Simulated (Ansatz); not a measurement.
# O on Ag(100): change of the work function, part 2 of 3

Wanted: Δφ(θ) for O/Ag(100), starting from the hollow site.

Ansatz 0.2.0; plane-wave DFT, PBE, Ansatz PAW.

So far, work function, upper face (eV): step 2 (the clean slab) 4.24.

## Step 3: Adsorbate added, k-mesh 6×6×1, coverage 0.25 ML

System of this step: Ag16O (O/Ag(100)). The cell holds 17 atoms: 16 Ag and 1 O. Cell: a = 5.784 Å, b = 5.784 Å, c = 24.964 Å, α = 90.0°, β = 90.0°, γ = 90.0°. Vacuum lies along c.

The clean slab as it ended is repeated in the plane and the adsorbate is set on one face; the cell's size fixes the coverage, and the k-mesh shrinks with it to keep the sampling density about even. Adsorbate and upper layers relax, since the dipole depends on the height.

input.yaml

```yaml
crystal:
  lattice:
    - [5.7841334702, 0.0, 0.0]
    - [0.0, 5.7841334702, 0.0]
    - [0.0, 0.0, 24.9636115824]
  atoms:
    - { symbol: Ag, position: [0.25, 0.25, 0.360524757] }
    - { symbol: Ag, position: [0.0, 0.0, 0.4424439935] }
    - { symbol: Ag, position: [0.25, 0.25, 0.5268866374] }
    - { symbol: Ag, position: [0.0, 0.0, 0.6100056157] }
    - { symbol: Ag, position: [0.25, 0.75, 0.360524757] }
    - { symbol: Ag, position: [0.0, 0.5, 0.4424439935] }
    - { symbol: Ag, position: [0.25, 0.75, 0.5268866374] }
    - { symbol: Ag, position: [0.0, 0.5, 0.6100056157] }
    - { symbol: Ag, position: [0.75, 0.25, 0.360524757] }
    - { symbol: Ag, position: [0.5, 0.0, 0.4424439935] }
    - { symbol: Ag, position: [0.75, 0.25, 0.5268866374] }
    - { symbol: Ag, position: [0.5, 0.0, 0.6100056157] }
    - { symbol: Ag, position: [0.75, 0.75, 0.360524757] }
    - { symbol: Ag, position: [0.5, 0.5, 0.4424439935] }
    - { symbol: Ag, position: [0.75, 0.75, 0.5268866374] }
    - { symbol: Ag, position: [0.5, 0.5, 0.6100056157] }
    - { symbol: O, position: [0.25, 0.25, 0.639475243] }
kpoints:
  mp_grid: { grid: [6, 6, 1] }
hamiltonian:
  xc: pbe
scf:
  occupations: { method: fermi_dirac, width: 0.1 }
  convergence: { dr2_threshold: 1.0e-08 }
efield:
  axis: 3
  dipole_correction: true
  ramp_position: 0.97
  ramp_width: 0.06
relax:
  f_tol: 0.02
  max_steps: 60
  constraints: [{ sites: [0, 1, 4, 5, 8, 9, 12, 13] }]
output:
  dos: { projected: true, e_range: [-8, 4] }
  write_potential: true
  write_density: true
  volumetric_format: npy
  elf: true
```

On the command line:

```
> ansatz run input.yaml --threads 4 --pin off --max-ram 6144MiB --backend cpu --events-out ev --progress --plain --runs-dir out
```

Numbers of over 12 decimals in the logs are rounded to 6 here.

The program printed:

```text
[...]
Crystal: 17 atoms, lattice volume = 835.188 Å³
Basis set: ecut = 420 eV, 16367 PW (Γ), exchange–correlation on 80×80×360 points (8 copies of the dense FFT grid, shifted against one another)
Bands: 186, of which v1, the nominal top of the filled ones, is band 155 counted from 1 (154 counted from 0)
Symmetry: 8 space group operations
[...]
k-points: 10 of 36
[...]
SCF iter   1: F=—  HF=-122010.955944 eV  |F-HF|=—  |Δ(HF+E_count)|=         —  Δρ=1.88e-3  dr2=9.73e-2  ethr=1.77e-3  p=-0.128 e·Å  D=-2.77e-2 V/Å  ΔV_dip=0.69 eV  dr2_dipole=3.01e-2  V_vac-E_F(+/−)=4.80/4.11 eV  ⟨swp⟩=6.7  Hψ=7398  notcnv=0  defer=108
[...]
SCF iter   9: F=-122010.971231 eV  HF=-122010.971231 eV  |F-HF|=2.68e-8  |Δ(HF+E_count)|=   7.63e-9  Δρ=3.69e-7  dr2=1.19e-9  ethr=3.23e-12  p=-0.107 e·Å  D=-2.31e-2 V/Å  ΔV_dip=0.58 eV  dr2_dipole=1.22e-10  V_vac-E_F(+/−)=4.71/4.13 eV  ⟨swp⟩=16.3  Hψ=13511  notcnv=0
SCF 1 converged in 9 iterations: F = -122010.971231 eV  dr2 = 1.19e-9
[...]
relax step   1: F+E_penalty+E_count = -122010.97123105 eV  Δ(F+E_penalty+E_count) = +0.000e0 eV  max|allowed force component| = 7.534e-1 eV/Å  Δτ_max = 0.0000 Å  (9 SCF iters, accepted)
[...]
SCF iter   9: F=-122011.076268 eV  HF=-122011.076268 eV  |F-HF|=1.92e-8  |Δ(HF+E_count)|=   4.55e-9  Δρ=3.55e-7  dr2=8.48e-10  ethr=3.23e-12  p=-0.128 e·Å  D=-2.77e-2 V/Å  ΔV_dip=0.69 eV  dr2_dipole=3.38e-11  V_vac-E_F(+/−)=4.82/4.13 eV  ⟨swp⟩=14.3  Hψ=12378  notcnv=0
SCF 2 converged in 9 iterations: F = -122011.076268 eV  dr2 = 8.48e-10
relax step   2: F+E_penalty+E_count = -122011.07626766 eV  Δ(F+E_penalty+E_count) = -1.050e-1 eV  max|allowed force component| = 3.007e-1 eV/Å  Δτ_max = 0.1241 Å  (9 SCF iters, accepted)
SCF iter   1: F=—  HF=-122011.101123 eV  |F-HF|=—  |Δ(HF+E_count)|=         —  Δρ=8.50e-4  dr2=6.16e-3  ethr=3.12e-5  p=-0.128 e·Å  D=-2.77e-2 V/Å  ΔV_dip=0.69 eV  dr2_dipole=2.49e-4  V_vac-E_F(+/−)=4.82/4.13 eV  ⟨swp⟩=3.0  Hψ=4313  notcnv=0  defer=174
[...]
SCF iter   8: F=-122011.099211 eV  HF=-122011.099211 eV  |F-HF|=5.94e-9  |Δ(HF+E_count)|=   5.36e-8  Δρ=4.31e-7  dr2=1.50e-9  ethr=3.23e-12  p=-0.132 e·Å  D=-2.86e-2 V/Å  ΔV_dip=0.71 eV  dr2_dipole=3.29e-11  V_vac-E_F(+/−)=4.84/4.13 eV  ⟨swp⟩=14.1  Hψ=12433  notcnv=0
SCF 3 converged in 8 iterations: F = -122011.099211 eV  dr2 = 1.50e-9
relax step   3: F+E_penalty+E_count = -122011.09921105 eV  Δ(F+E_penalty+E_count) = -2.294e-2 eV  max|allowed force component| = 1.145e-1 eV/Å  Δτ_max = 0.0525 Å  (8 SCF iters, accepted)
SCF iter   1: F=—  HF=-122011.103364 eV  |F-HF|=—  |Δ(HF+E_count)|=         —  Δρ=9.13e-4  dr2=4.09e-3  ethr=4.80e-6  p=-0.132 e·Å  D=-2.86e-2 V/Å  ΔV_dip=0.71 eV  dr2_dipole=1.79e-4  V_vac-E_F(+/−)=4.85/4.13 eV  ⟨swp⟩=3.4  Hψ=4030  notcnv=0  defer=157
[...]
SCF iter   7: F=-122011.101667 eV  HF=-122011.101666 eV  |F-HF|=6.75e-8  |Δ(HF+E_count)|=   1.88e-7  Δρ=7.93e-7  dr2=3.44e-9  ethr=3.23e-12  p=-0.141 e·Å  D=-3.05e-2 V/Å  ΔV_dip=0.76 eV  dr2_dipole=3.00e-11  V_vac-E_F(+/−)=4.89/4.13 eV  ⟨swp⟩=13.5  Hψ=12584  notcnv=0
SCF 4 converged in 7 iterations: F = -122011.101667 eV  dr2 = 3.44e-9
relax step   4: F+E_penalty+E_count = -122011.10166652 eV  Δ(F+E_penalty+E_count) = -2.455e-3 eV  max|allowed force component| = 1.777e-2 eV/Å  Δτ_max = 0.0404 Å  (7 SCF iters, accepted)
NSCF: frozen V_eff on 10 k-points
[...]
SCF converged after 7 iterations
Free energy (F): -122011.101667 eV
[...]
Internal energy: -122010.927606 eV  (E = F + TS)
E sigma→0 (E₀):  -122011.014636 eV
Entropy (-TS):   -0.174060 eV (-10.239 meV/atom)
Fermi energy:    2.748148 eV
Dipole field:    D = -0.030499 V/Å  (p = -0.140771 e·Å, saw-weighted, corrected)
Work function:   Φ+ = 4.8927 eV   Φ− = 4.1313 eV
[...]
--- Forces (eV/Å), atoms counted from 1 ---
  atom   1  Ag     0.00000000     0.00000000    -0.06149670
  atom   2  Ag    -0.06234735    -0.06234735     0.07640256
  atom   3  Ag    -0.00000000     0.00000000    -0.01093727
  atom   4  Ag     0.00273096     0.00273096    -0.00324836
  atom   5  Ag     0.00000000     0.00000000    -0.09471143
  atom   6  Ag    -0.06234735     0.06234735     0.07640256
  atom   7  Ag    -0.00000000     0.00000000    -0.00052846
  atom   8  Ag     0.00273096    -0.00273096    -0.00324836
  atom   9  Ag    -0.00000000     0.00000000    -0.09471143
  atom  10  Ag     0.06234735    -0.06234735     0.07640256
  atom  11  Ag     0.00000000     0.00000000    -0.00052846
  atom  12  Ag    -0.00273096     0.00273096    -0.00324836
  atom  13  Ag     0.00000000     0.00000000    -0.04825065
  atom  14  Ag     0.06234735     0.06234735     0.07640256
  atom  15  Ag    -0.00000000     0.00000000     0.00080549
  atom  16  Ag    -0.00273096    -0.00273096    -0.00324836
  atom  17  O     -0.00000000     0.00000000     0.01776672
  max |Σ_I F_I| component: 2.46e-5 eV/Å
--- Band table (eV; the first three rows and the last of 10) ---
  k-point 0: bands = [... 151 lower, 2.3140, 2.3385, 2.4435, 2.4435, 2.8093, 2.8897, 2.8897, 3.0005, ... 27 higher]
  k-point 1: bands = [... 151 lower, 1.3204, 1.9951, 2.5158, 2.6218, 3.0025, 3.1640, 3.3722, 4.0690, ... 27 higher]
  k-point 2: bands = [... 151 lower, 1.4345, 1.6834, 2.8734, 3.0086, 3.0481, 3.5088, 3.8662, 4.3042, ... 27 higher]
  k-point 9: bands = [... 151 lower, 1.0076, 1.0882, 1.9801, 1.9801, 2.1842, 2.9135, 3.7448, 3.7448, ... 27 higher]
--- Relaxed structure (4 steps of the walk, 4 accepted, 0 SCFs on fresh bases) ---
  F+E_penalty+E_count = -122011.10166652 eV   max|allowed force component| = 1.777e-2 eV/Å
  atoms:
    - { symbol: Ag, position: [0.25, 0.25, 0.360524757] }
    - { symbol: Ag, position: [0.0, 0.0, 0.4424439935] }
    - { symbol: Ag, position: [0.25, 0.25, 0.524779] }
    - { symbol: Ag, position: [-0.00511459, -0.00511459, 0.611439] }
    - { symbol: Ag, position: [0.25, 0.75, 0.360524757] }
    - { symbol: Ag, position: [0.0, 0.5, 0.4424439935] }
    - { symbol: Ag, position: [0.25, 0.75, 0.526546] }
    - { symbol: Ag, position: [-0.00511459, 0.505115, 0.611439] }
    - { symbol: Ag, position: [0.75, 0.25, 0.360524757] }
    - { symbol: Ag, position: [0.5, 0.0, 0.4424439935] }
    - { symbol: Ag, position: [0.75, 0.25, 0.526546] }
    - { symbol: Ag, position: [0.505115, -0.00511459, 0.611439] }
    - { symbol: Ag, position: [0.75, 0.75, 0.360524757] }
    - { symbol: Ag, position: [0.5, 0.5, 0.4424439935] }
    - { symbol: Ag, position: [0.75, 0.75, 0.529798] }
    - { symbol: Ag, position: [0.505115, 0.505115, 0.611439] }
    - { symbol: O, position: [0.25, 0.25, 0.643928] }
```

Run time: 5 min. Hardware: 4 threads of Arm Neoverse N1, shared host; peak memory 3.8 GiB.

The steps of the relaxation:

| step | energy less that of the first step (eV) | largest force component (eV/Å) |
| --- | --- | --- |
| 1 | 0.0000 | 0.7534 |
| 2 | -0.1050 | 0.3007 |
| 3 | -0.1280 | 0.1145 |
| 4 | -0.1304 | 0.0178 |

Forces are held to the 8 operations that the run works with; a distortion that breaks them can't arise in this run.

The atoms that moved most (Å):

| atom | dx | dy | dz | length |
| --- | --- | --- | --- | --- |
| O17 | 0.000 | 0.000 | 0.111 | 0.111 |
| Ag15 | 0.000 | 0.000 | 0.073 | 0.073 |
| Ag16 | 0.030 | 0.030 | 0.036 | 0.055 |
| Ag8 | -0.030 | 0.030 | 0.036 | 0.055 |
| Ag12 | 0.030 | -0.030 | 0.036 | 0.055 |
| Ag4 | -0.030 | -0.030 | 0.036 | 0.055 |
| Ag3 | 0.000 | 0.000 | -0.053 | 0.053 |
| Ag11 | 0.000 | 0.000 | -0.009 | 0.009 |

Final coordinates:

```xyz
17
Lattice="5.7841 0.0000 0.0000 0.0000 5.7841 0.0000 0.0000 0.0000 24.9636" Properties=species:S:1:pos:R:3
Ag    1.4460    1.4460    9.0000
Ag    0.0000    0.0000   11.0450
Ag    1.4460    1.4460   13.1004
Ag   -0.0296   -0.0296   15.2637
Ag    1.4460    4.3381    9.0000
Ag    0.0000    2.8921   11.0450
Ag    1.4460    4.3381   13.1445
Ag   -0.0296    2.9217   15.2637
Ag    4.3381    1.4460    9.0000
Ag    2.8921    0.0000   11.0450
Ag    4.3381    1.4460   13.1445
Ag    2.9217   -0.0296   15.2637
Ag    4.3381    4.3381    9.0000
Ag    2.8921    2.8921   11.0450
Ag    4.3381    4.3381   13.2257
Ag    2.9217    2.9217   15.2637
O     1.4460    1.4460   16.0748
```

Numbers from this step:

| Item | Value |
| --- | --- |
| energy at zero smearing | -122011.0146 eV |
| work function, upper face | 4.893 eV |
| work function, lower face | 4.131 eV |
| dipole along the normal | -0.1408 e·Å |
| step between the vacuum levels | 0.7614 eV |

Running mean over 2.045 Å of the planar mean; the ramp of the sawtooth is left out. Electron's electrostatic potential energy less the Fermi level against z:

| z (Å) | electron's electrostatic potential energy less the Fermi level (eV) |
| --- | --- |
| 3.5 | 4.13 |
| 4.0 | 4.13 |
| 4.5 | 4.13 |
| 5.0 | 4.13 |
| 5.5 | 4.12 |
| 6.0 | 4.09 |
| 6.5 | 3.97 |
| 7.0 | 3.53 |
| 7.5 | 1.88 |
| 8.0 | -1.31 |
| 8.5 | -4.34 |
| 9.0 | -5.70 |
| 9.5 | -5.95 |
| 10.0 | -6.01 |
| 10.5 | -6.04 |
| 11.0 | -6.01 |
| 11.5 | -5.79 |
| 12.0 | -5.59 |
| 12.5 | -5.64 |
| 13.0 | -5.84 |
| 13.5 | -5.75 |
| 14.0 | -5.52 |
| 14.5 | -5.54 |
| 15.0 | -5.97 |
| 15.5 | -5.82 |
| 16.0 | -3.58 |
| 16.5 | -0.0421 |
| 17.0 | 2.98 |
| 17.5 | 4.42 |
| 18.0 | 4.79 |
| 18.5 | 4.87 |
| 19.0 | 4.89 |
| 19.5 | 4.89 |
| 20.0 | 4.89 |
| 20.5 | 4.89 |
| 21.0 | 4.89 |
| 21.5 | 4.89 |

The density of states has structure finer than the step of the table below, so its rows give means over 0.25 eV, whole bins alone (the curve runs from -8 to 1.98 eV). Peaks (eV: height): -5.200: 68.6, -5.110: 72.7, -4.810: 73.0, -4.540: 83.2, -4.360: 93.4, -4.300: 80.0, -4.030: 75.1.

Density of states against energy, zero at the Fermi level; means over each step:

| energy (eV) | density of states (states/eV a cell) |
| --- | --- |
| -7.25 | 0.00196 |
| -7.00 | 1.11 |
| -6.75 | 1.47 |
| -6.50 | 1.84 |
| -6.25 | 2.32 |
| -6.00 | 23.6 |
| -5.75 | 44.2 |
| -5.50 | 45.1 |
| -5.25 | 42.4 |
| -5.00 | 48.7 |
| -4.75 | 45.6 |
| -4.50 | 51.5 |
| -4.25 | 59.5 |
| -4.00 | 57.0 |
| -3.75 | 52.5 |
| -3.50 | 57.0 |
| -3.25 | 62.4 |
| -3.00 | 54.5 |
| -2.75 | 15.3 |
| -2.50 | 6.56 |
| -2.25 | 4.71 |
| -2.00 | 7.06 |
| -1.75 | 6.90 |
| -1.50 | 8.40 |
| -1.25 | 6.10 |
| -1.00 | 4.47 |
| -0.75 | 4.73 |
| -0.50 | 3.14 |
| -0.25 | 5.42 |
| 0.00 | 4.64 |
| 0.25 | 6.08 |
| 0.50 | 5.04 |
| 0.75 | 5.02 |
| 1.00 | 4.97 |
| 1.25 | 2.24 |
| 1.50 | 5.49 |
| 1.75 | 5.78 |

Projected DOS per atom over height of the atomic layer and energy from the Fermi level. Layers: Ag4 Ag4 Ag4 Ag4 O from below.

Ten even steps from '0' (0.00 states/eV) to '9' (4.40 states/eV), each cell a mean:
```
00000
00000
00000
00000
00001
00001
00002
00014
00014
00010
23340
98790
96681
95680
67740
66763
58632
16411
00000
00000
00000
00000
```
Columns: height of the atomic layer (Å) from 9 to 16.1 (not evenly spaced); rows upwards: energy from the Fermi level (eV) from -7.96 to 1.95.

Electrostatic potential energy in the ca plane at fractional y = 0.250, with atoms of Ag and O within 0.2 Å of it. With pseudopotentials it is smooth inside the atoms' cores, unlike the true potential.

Values in eV, 8 rows by 16 columns, each cell a mean:
```
  3  -8   2   4   3  -7   1   4   5   7   7   7   7   7   7   7
 -7 -33  -8   6  -2 -32 -13   5   6   7   7   7   7   7   7   7
 -4 -29  -5   5  -1 -28 -10   5   6   7   7   7   7   7   7   7
  5  -1   4   3   4  -1   3   4   5   7   8   7   7   7   7   7
  3  -7   2   4   3  -7   1   5   4   8   8   8   7   7   7   7
 -7 -34  -8   6  -3 -33 -12   4 -29   2   8   8   7   7   7   7
 -4 -29  -5   5  -2 -29  -9   5 -20   4   8   8   7   7   7   7
  4  -1   4   3   4  -1   3   4   5   8   8   8   7   7   7   7
```
Columns run along c (16.0 Å, from fractional 0.31 to 0.95 of the cell; values clipped at the 3rd and 97th percentile), rows up along a (5.8 Å). Atoms in or near the plane, at fractional coordinates: Ag at (0.36, 0.25), Ag at (0.52, 0.25), Ag at (0.36, 0.75), Ag at (0.53, 0.75), O at (0.64, 0.25).

Valence density in the ca plane at fractional y = 0.250, with atoms of Ag and O within 0.2 Å of it. It is the smooth field of the valence electrons, not physical close to the nuclei.

Ten steps, logarithmic in the rise over the least value, from '0' (0 e/Å³) to '9' (19 e/Å³), each cell a mean:
```
00122111111111222111111000000000000000000000
01355421111112455311110000000000000000000000
13688741100125798521000000000000000000000000
13799842100126899631000000000000000000000000
13688741100125788521000000000000000000000000
01355421111112455311110000000000000000000000
00122111111111222111111000000000000000000000
00111111111111111111111100000000000000000000
01233211111112343211112221000000000000000000
02577631111124676411124542100000000000000000
13799842100126898521136764100000000000000000
13799842100126898521136764100000000000000000
02577631111124676311124542100000000000000000
01233211111112333111112221000000000000000000
00111111111111111111111100000000000000000000
```
Columns run along c (16.0 Å, from fractional 0.31 to 0.95 of the cell), rows up along a (5.8 Å). Atoms in or near the plane, at fractional coordinates: Ag at (0.36, 0.25), Ag at (0.52, 0.25), Ag at (0.36, 0.75), Ag at (0.53, 0.75), O at (0.64, 0.25).

ELF in the ca plane at fractional y = 0.250, with atoms of Ag and O within 0.2 Å of it. It is the smooth field of the valence electrons, not physical close to the nuclei.

Ten even steps from '0' (0.00) to '9' (0.84), each cell a mean:
```
11222222111222222211111100000000000000000000
12345322111222454221111100000000000000000000
23577632111124687421111100000000000000000000
23689742111125798521111100000000000000000000
23577632111124677421111100000000000000000000
12344322111222454221111100000000000000000000
11222222111222222211111100000000000000000000
11222222111222211111111111000000000000000000
12233222111222333211124554210000000000000000
12466532111223565311258998631000000000000000
23689742111225797521278689741000000000000000
23689742111225797521278689741000000000000000
12466532111223565311258998631000000000000000
12233222111222232211124554210000000000000000
11222222111222211111111111000000000000000000
```
Columns run along c (16.0 Å, from fractional 0.31 to 0.95 of the cell), rows up along a (5.8 Å). Atoms in or near the plane, at fractional coordinates: Ag at (0.36, 0.25), Ag at (0.52, 0.25), Ag at (0.36, 0.75), Ag at (0.53, 0.75), O at (0.64, 0.25).

The relaxation took 4 steps and lowered the energy by 0.13 eV; the largest force on the free atoms ends at 0.018 eV/Å.

By hand: a sheet of dipoles makes a step −p/(ε₀A) in the electron's potential. With e/ε₀ = 180.95 V·Å, p = -0.1408 e·Å and A = 33.46 Å², that is −180.95 × (-0.1408) / 33.46 = +0.761 eV, and the two vacuum levels of the run differ by +0.761 eV.

The covered face has 4.89 eV, +0.65 eV against the clean one; the bare back face has moved by -0.10 eV, a measure of how thin the slab is.

(Part 2 of 3 ends here.)

[Logs are printed without paths, hosts, clocks, repeated set-up lines and the standing remarks that a program may print on its own settings, such as how far it seeks lower states.]

[Hosts, paths, dates, database ids (printed as entryN), source tags and the programs' standing remarks are cut or masked in the printed files.]

[Maps of the electrostatic potential energy from Ansatz leave out the sawtooth potential of an applied field or a dipole correction, so their vacuum need not be flat; planar profiles and work functions include it.]

[The density of states shown here was stored with 400 of the rows of the run's finer table, so its peaks can read low, often by over a quarter, or be missed, and its means over a window can be off by a tenth or more.]
